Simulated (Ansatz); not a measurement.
## Phonons of SrAlH3 (Pm-3m) against volume

Does SrAlH3 (Pm-3m) expand much on heating, by its phonons?

Program: Ansatz 0.2.0. Level of theory: DFT PBEsol, scalar-relativistic, plane waves, PAW; PAW set soft_1. Values are calculated unless marked as measured.

## Step 1: Set-up

Symmetry: Pm-3m, No. 221, cubic system. The conventional cell has a = 4.496 Å, b = 4.496 Å, c = 4.496 Å, α = 90.00°, β = 90.00°, γ = 90.00°. Nearest to Sr lie 6 H at 2.25 Å. Nearest to Al lie 12 H at 3.18 Å. Nearest to H lie 2 Sr at 2.25 Å. Farther neighbours, and contacts between anions beyond the nearest, are not listed.

## Step 2: Phonons on a q mesh

Stability and thermal properties need the whole zone. Linear response on a 4×4×4 q mesh gives force constants as far as a supercell of that size would.

input.yaml

```yaml
crystal:
  lattice:
    - [4.4956135358, 0.0, 0.0]
    - [0.0, 4.4956135358, 0.0]
    - [0.0, 0.0, 4.4956135358]
  atoms:
    - { symbol: Sr, position: [0.5, 0.5, 0.5] }
    - { symbol: Al, position: [0.0, 0.0, 0.0] }
    - { symbol: H, position: [0.0, 0.5, 0.5] }
    - { symbol: H, position: [0.5, 0.5, 0.0] }
    - { symbol: H, position: [0.5, 0.0, 0.5] }
kpoints:
  mp_grid: { grid: [8, 8, 8] }
hamiltonian:
  xc: pbesol
  pseudopotentials: { kind: paw, azcp: { folder: soft_1 }, xc_functional: pbe }
scf:
  occupations: { method: methfessel_paxton, width: 0.2 }
output:
  eigenvalues: true
phonons:
  method: dfpt
  qmesh: [4, 4, 4]
  temperatures: { t_max: 1000, t_step: 50 }
  qpath:
    path:
      - [[0.0, 0.0, 0.0], [0.0, 0.5, 0.0], [0.5, 0.5, 0.0], [0.0, 0.0, 0.0], [0.5, 0.5, 0.5], [0.0, 0.5, 0.0]]
      - [[0.5, 0.5, 0.5], [0.5, 0.5, 0.0]]
    npoints: 10
```

Command:

```
> ansatz run input.yaml --threads 4 --pin off --max-ram 10240MiB --backend cpu --events-out ev --progress --plain --runs-dir out
```

The log of the run:

```text
Engine: ansatz 0.2.0, aarch64-unknown-linux-gnu
Pseudopotentials: kind: paw
Pseudopotential: Sr, paw, valence charge 10, recommended cutoff 420 eV (normal), soft_1/Sr.paw.azcp
Pseudopotential: Al, paw, valence charge 3, recommended cutoff 420 eV (normal), soft_1/Al.paw.azcp
Pseudopotential: H, paw, valence charge 1, recommended cutoff 420 eV (normal), soft_1/H.paw.azcp
Functional definition: PBEsol
  exchange = pbesol_x
  correlation = pbesol_c
Crystal: 5 atoms, lattice volume = 90.859 Å³
Basis set: ecut = 420 eV, 1791 PW (Γ), exchange–correlation on 64×64×64 points (8 copies of the dense FFT grid, shifted against one another)
Bands: 13, of which v1, the nominal top of the filled ones, is band 8 counted from 1 (7 counted from 0)
Symmetry: 48 space group operations
k-points: 35 of 512
Non-local potential: Sr, projectors of the file, l = 0: 3, l = 1: 2, l = 2: 2
Non-local potential: Al, projectors of the file, l = 0: 2, l = 1: 2, l = 2: 1
Non-local potential: H, projectors of the file, l = 0: 2, l = 1: 1
PAW form: soft (Blöchl's): semilocal exchange-correlation on the pseudo side does not see the compensation charge
PAW frozen core: Sr, regenerated for the run's functional, and the local potential with it (the file was generated under x = pbe(κ = 0.804, μ = 0.219515), c = pbe(β = 0.066725))
PAW frozen core: Al, regenerated for the run's functional, and the local potential with it (the file was generated under x = pbe(κ = 0.804, μ = 0.219515), c = pbe(β = 0.066725))
PAW one-centre angular grid: Sr, 110 points (default); XC on 64 Gauss nodes
PAW one-centre angular grid: Al, 110 points (default); XC on 64 Gauss nodes
PAW one-centre angular grid: H, 110 points (default); XC on 64 Gauss nodes
Initial density: superposition of atomic densities (chi_scale 0.1, normalization cell, long waves kept (reshape's long-wave potential 0.00 eV rms))
Initial wavefunctions: pseudopotential atomic-orbital guess
Functional: x = pbesol(κ = 0.804, μ = 0.123457), c = pbesol(β = 0.046)
SCF iter   1: F=—  HF=-4064.007231 eV  |F-HF|=—  |Δ(HF+E_count)|=         —  Δρ=5.72e-2  dr2=5.26e0  ethr=3.10e-3  ⟨swp⟩=7.8  Hψ=3656  notcnv=0
preconditioner: auto → Kerker (q_TF=auto, 2.043 Å⁻¹)  [metal: Δε(μ)=0.049 eV  Ē_g=6.432 eV  σ=0.200 eV  W_gap=0.21  n_scr=18 (ndim 8)  ℏωp=11.0 eV  f_vac=0.000  D(μ)=0.05/eV (n_scr^D=0)]
SCF iter   2: F=—  HF=-4062.729870 eV  |F-HF|=—  |Δ(HF+E_count)|=    1.28e0  S|Δr|=    0.00e0  Δρ=2.86e-2  dr2=1.87e0  ethr=3.10e-3  ⟨swp⟩=2.8  Hψ=1026  notcnv=0  defer=25
preconditioner: auto → Resta (q_TF=auto, 2.043 Å⁻¹)  ε∞=4.3  [insulator: Δε(μ)=0.224 eV  Ē_g=6.094 eV  σ=0.200 eV  W_gap=0.67  n_scr=18 (ndim 8)  ℏωp=11.0 eV  f_vac=0.000  D(μ)=0.06/eV (n_scr^D=0)  ε∞_Penn≈4.3]
SCF iter   3: F=—  HF=-4062.085451 eV  |F-HF|=—  |Δ(HF+E_count)|=   6.44e-1  S|Δr|=    0.00e0  Δρ=7.95e-3  dr2=4.28e-2  ethr=3.10e-3  ⟨swp⟩=3.1  Hψ=870  notcnv=0  defer=25
SCF iter   4: F=—  HF=-4062.076874 eV  |F-HF|=—  |Δ(HF+E_count)|=   8.58e-3  S|Δr|=    0.00e0  Δρ=1.89e-3  dr2=9.15e-3  ethr=2.67e-4  ⟨swp⟩=2.6  Hψ=876  notcnv=0  defer=26
SCF iter   5: F=—  HF=-4062.074389 eV  |F-HF|=—  |Δ(HF+E_count)|=   2.48e-3  S|Δr|=    0.00e0  Δρ=4.19e-4  dr2=2.83e-4  ethr=5.72e-5  ⟨swp⟩=2.0  Hψ=549  notcnv=0  defer=26
SCF iter   6: F=—  HF=-4062.074343 eV  |F-HF|=—  |Δ(HF+E_count)|=   4.67e-5  S|Δr|=    0.00e0  Δρ=5.95e-5  dr2=6.25e-6  ethr=1.77e-6  ⟨swp⟩=2.0  Hψ=558  notcnv=0  defer=26
SCF iter   7: F=—  HF=-4062.074349 eV  |F-HF|=—  |Δ(HF+E_count)|=   6.16e-6  S|Δr|=    0.00e0  Δρ=2.19e-5  dr2=8.07e-7  ethr=3.91e-8  ⟨swp⟩=2.4  Hψ=691  notcnv=0  defer=26
SCF iter   8: F=—  HF=-4062.074346 eV  |F-HF|=—  |Δ(HF+E_count)|=   2.79e-6  S|Δr|=    0.00e0  Δρ=2.85e-6  dr2=1.39e-8  ethr=5.04e-9  ⟨swp⟩=2.2  Hψ=539  notcnv=0  defer=26
SCF iter   9: F=—  HF=-4062.074346 eV  |F-HF|=—  |Δ(HF+E_count)|=   4.98e-9  S|Δr|=    0.00e0  Δρ=4.45e-7  dr2=5.91e-11  ethr=8.69e-11  ⟨swp⟩=2.1  Hψ=614  notcnv=0  defer=26
SCF iter  10: F=-4062.074346 eV  HF=-4062.074346 eV  |F-HF|=2.27e-12  |Δ(HF+E_count)|=  7.09e-11  S|Δr|=    0.00e0  Δρ=7.25e-8  dr2=5.72e-12  ethr=1.00e-12  ⟨swp⟩=14.0  Hψ=3519  notcnv=0
SCF 1 converged in 10 iterations: F = -4062.074346 eV  dr2 = 5.72e-12
  greatest PAW one-centre occupation: 0.987 electrons in one spin orbital (limit 2), on the Sr atom at site 0 (counted from 0), in its partial waves of l = 0
Initial density: read from a saved state, or passed on in memory by an earlier SCF of this step, an earlier step, the calling program or the single point that the run made first
iter 1 solved again at ethr=3.14e-7 eV; its pass at ethr=3.10e-3 eV (dr2=5.02e-5 eV) is discarded
SCF iter   1: F=—  HF=-4062.074344 eV  |F-HF|=—  |Δ(HF+E_count)|=         —  Δρ=5.08e-7  dr2=1.82e-10  ethr=3.14e-7  ⟨swp⟩=3.9  Hψ=5147  notcnv=0
eigensolver tolerance schedule: the retry pair's looser diagonalisation over-reported the residual by 276157.94 of it (diagonalisation noise at an unbounded share of the residual, at the tolerance the schedule requests for it); recorded, not acted on — ethr = c·dr2/N_el stays at c = 1.0e-1
preconditioner: auto → Resta (q_TF=auto, 2.043 Å⁻¹)  ε∞=4.6  [insulator: Δε(μ)=0.142 eV  Ē_g=5.834 eV  σ=0.200 eV  W_gap=0.56  n_scr=18 (ndim 8)  ℏωp=11.0 eV  f_vac=0.000  D(μ)=0.31/eV (n_scr^D=0)  ε∞_Penn≈4.6]
SCF iter   2: F=—  HF=-4062.074346 eV  |F-HF|=—  |Δ(HF+E_count)|=   1.85e-6  S|Δr|=    0.00e0  Δρ=2.54e-7  dr2=3.78e-11  ethr=1.14e-12  ⟨swp⟩=4.7  Hψ=1331  notcnv=0
SCF iter   3: F=—  HF=-4062.074346 eV  |F-HF|=—  |Δ(HF+E_count)|=  1.82e-12  S|Δr|=    0.00e0  Δρ=1.63e-7  dr2=1.60e-11  ethr=1.00e-12  ⟨swp⟩=5.4  Hψ=1779  notcnv=0
SCF iter   4: F=-4062.074346 eV  HF=-4062.074346 eV  |F-HF|=1.36e-12  |Δ(HF+E_count)|=  9.55e-12  S|Δr|=    0.00e0  Δρ=5.01e-8  dr2=1.70e-12  ethr=1.00e-12  ⟨swp⟩=2.5  Hψ=881  notcnv=0
SCF 2 converged in 4 iterations: F = -4062.074346 eV  dr2 = 1.70e-12
phonons: the bands overlap, so this run is a metal and interpolates without the dipole-dipole term. If the crystal is really an insulator or semiconductor, its LO-TO splitting is missing
NSCF: frozen V_eff on 35 k-points
NSCF: frozen V_eff on 125 k-points
DFPT response loops at q = (0, 0, 0) (fractional): preconditioner auto → Kerker (q_TF=auto, 2.043 Å⁻¹) (partly filled bands, converged f_vac=0.000); β = 1.00, the filter's whole step (`scf.mixing.beta` (0.50) is not read by the response loops under this deck's `scf.mixing.preconditioner`; to damp them name `kerker` or `kerker_dos`, under which they read `scf.mixing.beta`, and type it under 1.00, their step now; both keys bind the ground state too); Broyden in place of MSR1
NSCF: frozen V_eff on 400 k-points
DFPT response loops at q = (0, 0, 0.25) (fractional): mixed as the last ones told, above
NSCF: frozen V_eff on 250 k-points
DFPT response loops at q = (0, 0, -0.5) (fractional): mixed as the last ones told, above
NSCF: frozen V_eff on 640 k-points
DFPT response loops at q = (0, 0.25, 0.25) (fractional): mixed as the last ones told, above
NSCF: frozen V_eff on 400 k-points
DFPT response loops at q = (0, 0.25, -0.5) (fractional): mixed as the last ones told, above
NSCF: frozen V_eff on 250 k-points
DFPT response loops at q = (0, -0.5, -0.5) (fractional): mixed as the last ones told, above
NSCF: frozen V_eff on 1024 k-points
DFPT response loops at q = (0.25, 0.25, 0.25) (fractional): mixed as the last ones told, above
NSCF: frozen V_eff on 640 k-points
DFPT response loops at q = (0.25, 0.25, -0.5) (fractional): mixed as the last ones told, above
NSCF: frozen V_eff on 400 k-points
DFPT response loops at q = (0.25, -0.5, -0.5) (fractional): mixed as the last ones told, above
NSCF: frozen V_eff on 250 k-points
DFPT response loops at q = (-0.5, -0.5, -0.5) (fractional): mixed as the last ones told, above
SCF converged after 10 iterations
Stability not checked: this state was not tested for a lower state beside it, because cold or Methfessel-Paxton smearing, or corrected tetrahedra, fill the levels in a way that the test cannot read (fill_not_monotonic; see scf.lower_state_search)
Free energy (F): -4062.074346 eV
Harris-Foulkes:  -4062.074346 eV  (|F-HF|=2.27e-12)
Internal energy: -4062.075336 eV  (E = F + TS)
E sigma→0 (E₀):  -4062.074594 eV
Entropy (-TS):   0.000991 eV (0.198 meV/atom)
Fermi energy:    2.811716 eV
Step filling:    the computed levels leave a gap of 0.1422 eV = 0.7 smearing widths at the electron count; against every level under it full and every level over it empty, smearing changes F+E_penalty+E_count by +0.604 meV and its σ→0 estimate by +0.356 meV
--- Per-component energies (eV) ---
  E_band       = -134.606297
  E_kinetic    = 288.596783
  E_local      = -890.089985  (includes V_loc(G=0)·N_el)
  E_nonlocal   = 247.415784
  E_hartree    = 240.560359
  E_xc         = -233.166109
  E_vxc        = -213.304453  (∫ρ·V_xc dr)
  E_paw        = -3097.948180  (= ΣΔE_a)
  E_vpaw       = -48.342420  (= ΣTr[D̂ρ^β])
  E_aug_tail   = -0.002764  (compensation charges beyond the density's cutoff)
  E_ewald      = -617.594712
  E_core_change = 0.153487  (= ΣΔE_core)
  E_smearing   = 0.000991  (= −TS)
  E_closure    = -0.000000  (closes the sum)
  Σ components = -4062.074346   (vs F -4062.074346, Δ=0.00e0)
--- Band table (eV; the first three rows and the last of 35) ---
  k-point 0: bands = [... 4 lower, -3.0198, 0.7202, 0.7202, 2.7485, 5.0527, 5.0527, 5.0527, 8.7194, ... 1 higher]
  k-point 1: bands = [... 4 lower, -2.8945, 0.7115, 0.7486, 2.4747, 5.0367, 5.0367, 5.3855, 8.6971, ... 1 higher]
  k-point 2: bands = [... 4 lower, -2.5352, 0.3797, 0.8199, 2.3683, 4.9926, 4.9926, 5.9379, 8.7326, ... 1 higher]
  k-point 34: bands = [... 4 lower, 0.0213, 1.8419, 1.8419, 1.8419, 2.6901, 2.6901, 2.6901, 8.6194, ... 1 higher]
--- Phonons (Γ-DFPT): 4 representative perturbations + reference (Σ response iterations 12) ---
  ASR residual: 1.639e-4 → 0.000e0 eV/Å²; symmetrization residual: 7.215e-8 eV/Å²
  ASR residual per site (eV/Å²): 1.64e-4 1.82e-5 2.68e-5 2.68e-5 2.68e-5
  Γ frequencies (cm⁻¹): -603.98 -603.98 -603.98 -505.00 -505.00 -505.00 0.00 0.00 0.00 101.58 101.58 101.58 1383.05 1383.05 1383.05
--- Phonons (arbitrary-q DFPT): 10 irreducible q on the 4×4×4 mesh ---
  q = [0.0000, 0.0000, 0.0000] (star 1, of the zone-centre solve; hermiticity 2.06e-8, symmetrization 1.46e-14): -603.98 -603.98 -603.98 -505.00 -505.00 -505.00 -0.00 0.00 0.00 101.58 101.58 101.58 1383.05 1383.05 1383.05
  q = [0.0000, 0.0000, 0.2500] (star 6, 9 solved perturbations in 1560 linear systems a pass and spin channel, the states on 200 of 512 k-point pairs; hermiticity 4.32e-8, symmetrization 4.41e-13): -533.24 -533.24 -487.58 -470.62 -470.62 -126.85 25.44 25.44 76.13 92.46 92.46 182.76 1383.12 1383.12 1402.50
  q = [0.0000, 0.0000, -0.5000] (star 3, 9 solved perturbations in 975 linear systems a pass and spin channel, the states on 125 of 512 k-point pairs; hermiticity 2.56e-8, symmetrization 1.80e-9): -469.54 -469.54 -461.46 -428.68 -428.68 50.30 50.30 55.23 65.92 65.92 115.15 299.43 1383.18 1383.18 1421.25
  q = [0.0000, 0.2500, 0.2500] (star 12, 9 solved perturbations in 2460 linear systems a pass and spin channel, the states on 320 of 512 k-point pairs; hermiticity 5.03e-8, symmetrization 6.10e-14): -632.55 -529.65 -490.22 -440.03 -439.82 11.14 50.77 71.52 74.03 105.78 126.62 262.03 1383.14 1387.79 1415.86
  q = [0.0000, 0.2500, -0.5000] (star 12, 15 solved perturbations on 200 of 512 k-point pairs; hermiticity 1.03e-7, symmetrization 7.09e-9): -562.64 -548.85 -533.38 -435.25 -409.87 -45.86 50.63 68.50 80.75 123.22 146.17 283.37 1383.16 1389.71 1429.43
  q = [0.0000, -0.5000, -0.5000] (star 3, 9 solved perturbations in 975 linear systems a pass and spin channel, the states on 125 of 512 k-point pairs; hermiticity 5.26e-8, symmetrization 4.28e-15): -742.35 -742.35 -565.38 -392.41 -392.41 -102.94 51.14 78.20 78.20 154.62 154.62 299.72 1383.16 1395.13 1442.61
  q = [0.2500, 0.2500, 0.2500] (star 8, 4 solved perturbations in 1376 linear systems a pass and spin channel, the states on 512 of 512 k-point pairs; hermiticity 4.18e-8, symmetrization 1.07e-13): -562.35 -562.35 -552.03 -440.44 -440.44 -121.54 100.50 100.50 106.79 125.27 125.27 224.13 1387.97 1387.97 1423.67
  q = [0.2500, 0.2500, -0.5000] (star 12, 9 solved perturbations in 2460 linear systems a pass and spin channel, the states on 320 of 512 k-point pairs; hermiticity 4.32e-8, symmetrization 4.73e-9): -542.37 -538.32 -499.84 -493.86 -477.18 -205.63 103.93 112.78 130.59 133.58 143.80 196.93 1388.04 1391.62 1435.55
  q = [0.2500, -0.5000, -0.5000] (star 6, 9 solved perturbations in 1560 linear systems a pass and spin channel, the states on 200 of 512 k-point pairs; hermiticity 3.90e-8, symmetrization 2.98e-14): -602.35 -602.35 -550.26 -453.67 -453.67 -314.77 112.98 138.35 138.35 154.75 154.75 182.04 1390.17 1397.23 1445.64
  q = [-0.5000, -0.5000, -0.5000] (star 1, 4 solved perturbations in 350 linear systems a pass and spin channel, the states on 125 of 512 k-point pairs; hermiticity 3.83e-9, symmetrization 1.97e-13): -531.42 -531.42 -531.42 -523.34 -523.34 -523.34 149.36 149.36 149.36 157.48 157.48 157.48 1400.00 1400.00 1451.18
  sum rule: each row above includes the acoustic sum rule's correction from the zone centre's row sums; it moved no ω² by more than (2.69 cm⁻¹)²
  mesh force constants: q→R imaginary residual 9.13e-19; ASR residual 1.639e-4 → 0.000e0 eV/Å²; symmetrization residual 4.441e-15 eV/Å²
  interpolated dispersion: 62 rows × 15 modes
  density of states and harmonic sums: on the 16×16×16 q-mesh, interpolated from the force constants of a 4×4×4 supercell (no non-analytic term)
  largest difference from the sums on the solved wave vectors: F 2.38e-2 eV, S 2.61e-5 and C_V 3.07e-6 eV/K
  zero-point energy: 0.306883 eV/cell   skipped modes (ω ≤ 0): 965, of them read as no rigid motion or as one in doubt: 962 (5.840e0 modes/cell left out, lowest -742.35 cm⁻¹)   left out of the sums: 3.89e-1 of the cell's modes: C_V's classical limit lies that fraction below 3 k_B per atom; for a crystal, a wire or a layer, F and S can be off by more, and a phonons.interpolated_qmesh denser along its periods is the remedy for the sampling
```

Wall time 5.7 min (4 threads of Arm Neoverse V1, shared host); peak memory 1.4 GiB; 22 min of CPU time.

This step gave:

```yaml
volume_per_atom: 18.17 Å³
gap_on_the_k_mesh: 0 eV
sum_rule_residual_before_enforcement: 1.64e-4 eV/Å²
lowest_frequency_on_the_path: -742.3 cm⁻¹
point_group: m-3m
highest_frequency_on_path_mesh_or_solved_points: 1451 cm⁻¹
highest_optical_mode_at_the_zone_centre_no_lo_to_term: 1383 cm⁻¹
lowest_optical_zone_centre_mode: -604.0 cm⁻¹
lowest_mode_on_the_q_mesh_acoustic_modes_at_gamma_apart: -742.4 cm⁻¹
```

Frequencies (cm⁻¹) solved at each irreducible wavevector; negative means imaginary. Frequencies by wavevector, by row:

```
q in reciprocal lattice units  star  mode 1  mode 2  mode 3  mode 4  mode 13  mode 14  mode 15
                        0 0 0     1    -604    -604    -604    -505     1383     1383     1383
                     0 0 0.25     6  -533.2  -533.2  -487.6  -470.6     1383     1383     1402
                     0 0 -0.5     3  -469.5  -469.5  -461.5  -428.7     1383     1383     1421
                  0 0.25 0.25    12  -632.5  -529.6  -490.2    -440     1383     1388     1416
                  0 0.25 -0.5    12  -562.6  -548.9  -533.4  -435.2     1383     1390     1429
                  0 -0.5 -0.5     3  -742.4  -742.4  -565.4  -392.4     1383     1395     1443
               0.25 0.25 0.25     8  -562.4  -562.4    -552  -440.4     1388     1388     1424
               0.25 0.25 -0.5    12  -542.4  -538.3  -499.8  -493.9     1388     1392     1436
               0.25 -0.5 -0.5     6  -602.4  -602.4  -550.3  -453.7     1390     1397     1446
               -0.5 -0.5 -0.5     1  -531.4  -531.4  -531.4  -523.3     1400     1400     1451
```

Symmetry leaves 10 wavevectors to solve. The lowest mode among them, the acoustic zeros apart, lies at q = (0, -0.5, -0.5) and is imaginary, 742.4i cm⁻¹, so the energy falls along it.

## Step 3: Relaxing at another volume, volume ratio 0.97

The volume is scaled by 0.97 and held; symmetry leaves nothing to relax, so this is a single point. The modes can then be followed against volume.

input.yaml, the sections that differ from step 2:

```yaml
crystal:
  lattice:
    - [4.4502001932, 0.0, 0.0]
    - [0.0, 4.4502001932, 0.0]
    - [0.0, 0.0, 4.4502001932]
  atoms:
    - { symbol: Sr, position: [0.5, 0.5, 0.5] }
    - { symbol: Al, position: [0.0, 0.0, 0.0] }
    - { symbol: H, position: [0.0, 0.5, 0.5] }
    - { symbol: H, position: [0.5, 0.5, 0.0] }
    - { symbol: H, position: [0.5, 0.0, 0.5] }
output:
  forces: true
  stress: true
  eigenvalues: true
# kpoints, hamiltonian, scf: as in step 2
# phonons: removed
```

The log of the run:

```text
[...]
Crystal: 5 atoms, lattice volume = 88.133 Å³
Basis set: ecut = 420 eV, 1743 PW (Γ), exchange–correlation on 60×60×60 points (8 copies of the dense FFT grid, shifted against one another)
Bands: 13, of which v1, the nominal top of the filled ones, is band 8 counted from 1 (7 counted from 0)
Symmetry: 48 space group operations
[...]
k-points: 35 of 512
[...]
k-point 0: bands = [... 4 lower, -2.9194, 0.8418, 0.8418, 3.0705, 5.3049, 5.3049, 5.3049, 8.9802, ... 1 higher]
  k-point 1: bands = [... 4 lower, -2.7893, 0.8410, 0.8714, 2.7706, 5.2845, 5.2845, 5.6582, 8.9595, ... 1 higher]
  k-point 2: bands = [... 4 lower, -2.4167, 0.5314, 0.9456, 2.6295, 5.2294, 5.2294, 6.2296, 9.0025, ... 1 higher]
  k-point 34: bands = [... 4 lower, 0.2804, 2.0575, 2.0575, 2.0575, 2.8375, 2.8375, 2.8375, 9.0050, ... 1 higher]
[key lines of the parts left out:]
SCF converged after 8 iterations
Free energy (F): -4062.068483 eV
Fermi energy:    3.020539 eV
P = ⅓ Tr σ = 0.7094 GPa (7.094 kbar)
```

The job ended after 0.99 s (4 threads; peak memory 0.35 GiB).

Numbers from this step:

```
pressure        : 0.7094 GPa
volume per atom : 17.63 Å³
```

The run ends at a pressure of 0.71 GPa.

[end of part 1 of 2]

[Long decimals in the printed logs are rounded to 6 places.]

[Logs are printed without paths, hosts, clocks, repeated set-up lines and the standing remarks that a program may print on its own settings, such as how far it seeks lower states.]

[Hosts, paths, dates, database ids (printed as entryN), source tags and the programs' standing remarks are cut or masked in the printed files.]

[Where the starting crystal was built by hand or by swapping elements, it need not be the compound's stable phase.]
